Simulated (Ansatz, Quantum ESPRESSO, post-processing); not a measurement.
# Mo(100) under a row of overlayers, part 2 of 2

Which overlayers raise and which lower the work function of Mo(100), and does electronegativity predict it?

Quantum ESPRESSO 7.5; plane-wave DFT, PBE, GBRV ultrasoft pseudopotentials; geometry by Ansatz 0.2.0 with PAW datasets.

So far. Step 8 (Self-consistent run, Au overlayer): Inside the slab this potential holds the local part of the pseudopotentials, which can be repulsive at the nuclei; only its value in the vacuum has a meaning of its own. Step 9 (Projections on atomic orbitals, Au overlayer): The atomic orbitals miss 0.1 % of the occupied states; for empty states the projections can miss much more.

## (10) Geometry from Ansatz, Pd overlayer (continued)

The steps of the relaxation:

```csv
step,energy less that of the first step (eV),largest force component (eV/Å)
1,0.0000,1.2287
2,-0.1777,0.3762
3,-0.2309,0.1731
4,-0.2322,0.0691
5,-0.2325,0.0111
6,-0.2325,0.0039
```

Forces are held to the 8 operations that the run works with; a distortion that breaks them can't arise in this run.

The atoms that moved most (Å):

```csv
atom,dx,dy,dz,length
Pd6,0.000,0.000,-0.384,0.384
Mo5,0.000,0.000,-0.073,0.073
Mo4,0.000,0.000,0.009,0.009
```

The relaxation lowers the energy by 39 meV an atom. Held were the atoms numbered 1, 2 and 3; the forces quoted are those on the free ones.

This step gave:

| Property | Result |
| --- | --- |
| free energy | -31749.7776 eV |
| energy at zero smearing | -31749.6766 eV |
| smearing term TS | 0.2021 eV |
| Fermi energy | 5.051 eV |
| work function of the upper face | 4.827 eV |
| work function of the lower face | 3.968 eV |
| dipole along the normal | -0.04714 e·Å |

## (11) Ground state, Pd overlayer

Level of this step: plane-wave DFT, PBE, GBRV ultrasoft pseudopotentials (Quantum ESPRESSO 7.5).

Input file Pd.esm.in:

```
&control
  prefix = 'Pd.esm'
  outdir = './out'
  pseudo_dir = './pseudo'
  calculation = 'scf'
  tprnfor = .true.
/
&system
  ibrav = 0
  nat = 6
  ntyp = 2
  ecutwfc = 40
  ecutrho = 200
  occupations = 'smearing'
  smearing = 'mv'
  degauss = 0.02
  assume_isolated = 'esm'
  esm_bc = 'bc1'
/
&electrons
  conv_thr = 1e-07
  mixing_beta = 0.4
  electron_maxstep = 120
  mixing_mode = 'local-TF'
/
ATOMIC_SPECIES
  Mo  95.9500  mo_pbe_v1.uspp.F.UPF
  Pd  106.4200  pd_pbe_v1.4.uspp.F.UPF
CELL_PARAMETERS angstrom
  3.15000000000000 0.00000000000000 0.00000000000000
  0.00000000000000 3.15000000000000 0.00000000000000
  0.00000000000000 0.00000000000000 25.30000000000000
ATOMIC_POSITIONS crystal
  Mo  0.000000000000 0.000000000000 -0.154545473220
  Mo  0.500000000000 0.500000000000 -0.092292508820
  Mo  0.000000000000 0.000000000000 -0.030039544320
  Mo  0.500000000000 0.500000000000 0.032573635512
  Mo  -0.000000000000 0.000000000000 0.091594550596
  Pd  0.500000000000 0.500000000000 0.154545473220
K_POINTS automatic
  8 8 1 0 0 0
```

The run is started by

```bash
$ OMP_NUM_THREADS=1 mpirun -n 4 pw.x -nk 4 -in Pd.esm.in > Pd.esm.out
```

Wall time 2.4 min (4 MPI ranks of Arm Neoverse V2, shared host); peak memory 0.72 GiB.

This step gave:

* free energy: -12179.2124 eV
* Fermi energy: -4.423 eV
* vacuum line at the lower end of the cell, over the Fermi level: 3.966 eV
* vacuum line at the upper end of the cell, over the Fermi level: 4.881 eV

The potential energy, planar mean oscillates, so the rows of the table below give means over windows of 1.52 Å about each position, cut where the curve ends. Its maxima inside the range that stand out by 2 % of the span (Å: eV): -3.2: -8.02, -1.5: -8.49, 0.0: -8.39, 1.5: -10.2, 3.3: -5.81. Its minima: -3.9: -23.4, -2.3: -24.0, -0.7: -24.0, 0.8: -24.2, 2.3: -24.1, 3.9: -7.26.

Electrostatic potential energy of an electron; zero at the Fermi level. Table of potential energy, planar mean by z; means over each step:

```csv
z (Å),"potential energy, planar mean (eV)"
-11.89,3.97
-10.37,3.97
-8.85,3.96
-7.33,3.93
-5.81,3.07
-4.29,-12.6
-2.77,-15.9
-1.25,-16.2
0.27,-16.0
1.79,-17.2
3.31,-8.73
4.83,0.127
6.35,4.75
7.87,4.88
9.39,4.88
10.91,4.88
12.43,4.88
```

The covered face stands at 4.88 eV against 3.91 eV when clean.

Inside the slab this potential holds the local part of the pseudopotentials, which can be repulsive at the nuclei; only its value in the vacuum has a meaning of its own.

## (12) Projections on atomic orbitals, Pd overlayer

Input file Pd.pdos.in:

```
&projwfc
  prefix = 'Pd.esm'
  outdir = './out'
  filpdos = 'Pd.pdos'
  Emin = -12.424
  Emax = -0.423
  DeltaE = 0.1
  ngauss = 0
  degauss = 0.01
/
```

The run is started by

```bash
$ OMP_NUM_THREADS=1 mpirun -n 4 projwfc.x -in Pd.pdos.in > Pd.pdos.out
```

Run time: 1.5 s. Hardware: 4 MPI ranks; peak memory 0.1 GiB; 5.8 s of CPU time.

This step gave:

* spilling of the projection: 9.00e-4

Projected DOS an atom over height of the atomic layer and energy from the Fermi level. Columns are the atomic layers from the bottom up.

Ten even steps from '0' (0.00 states/eV) to '9' (4.67 states/eV), each cell a mean:
```
323221
412142
301031
511132
310111
311213
222213
322213
233219
232215
244336
122236
123334
012221
012221
000000
000000
000000
000000
000000
000000
000000
```
Columns: height of the atomic layer (Å) from -3.91 to 3.91; rows upwards: energy from the Fermi level (eV) from -8.00 to 1.20.

The atomic orbitals miss 0.1 % of the occupied states; for empty states the projections can miss much more.

## (13) The series side by side

Against the clean face, with Pauling's electronegativity for orientation:

```csv
overlayer,electronegativity,height over the top plane (Å),change of work function (eV),step from Ansatz's dipole (eV)
Au,2.54,1.80,+1.01,+0.97
Pd,2.2,1.59,+0.97,+0.93
```

All levels:

```csv
level,covered face (eV),bare face (eV),"Ansatz, covered face (eV)",dipole by Ansatz (e Å),CPU time (s)
clean,3.908,3.98,3.901,0.003752,262.1
Cu,-,-,4.663,-0.03795,1889
Au,4.918,3.997,4.888,-0.0493,367.5
Pd,4.881,3.966,4.827,-0.04714,580.3
```

## (14) The arithmetic

Under Au the faces differ by +0.92 eV. By the Helmholtz relation p = −Δφ A/180.95 = -0.0505 e Å a cell, or -0.24 D; Ansatz's dipole is -0.0493 e Å.

## (15) Summary of results

| Property | Result |
| --- | --- |
| work function of the clean face | 3.91 eV |
| change under Au | +1.01 eV |
| change under Pd | +0.97 eV |

**Reading.** On a clean face of 3.91 eV the changes run from +0.97 eV (Pd) to +1.01 eV (Au) (PBE, GBRV ultrasoft). Of 4 overlayers planned, 2 are shown; the others were not run or did not converge. The bare face moves by 0.03 eV over the row; it should not move at all, so the changes above are uncertain by about as much. Full 1×1 monolayers on one site are model structures; at this coverage neighbours depolarise each other, and real layers may take other sites or reconstruct. The upper layers were relaxed under PBE at the tabulated lattice constant. Spin-orbit coupling is left out; depending on the atoms that carry the levels of interest, it can split and shift them by tenths of an eV to an eV or more.

Calculation against experiment:

```
                                                 quantity  measured  PBE, GBRV ultrasoft, clean
work function (clean (100) face, which reconstructs) (eV)      4.45             3.91 (-0.54 eV)
```

Measured values from arxiv:1902.07811 (2019).

**Verdict.** The work function is off by -0.54 eV: a clear miss. The grades are ours: good and fair within 3 and 7 % for the work function. Other measurements of the same face can differ from the value quoted by 0.1 to 0.2 eV.

[Logs are printed without paths, hosts, clocks, repeated set-up lines and the standing remarks that a program may print on its own settings, such as how far it seeks lower states.]

[Hosts, paths, dates, database ids (printed as entryN), source tags and the programs' standing remarks are cut or masked in the printed files.]

[Maps of the electrostatic potential energy from Ansatz leave out the sawtooth potential of an applied field or a dipole correction, so their vacuum need not be flat; planar profiles and work functions include it.]
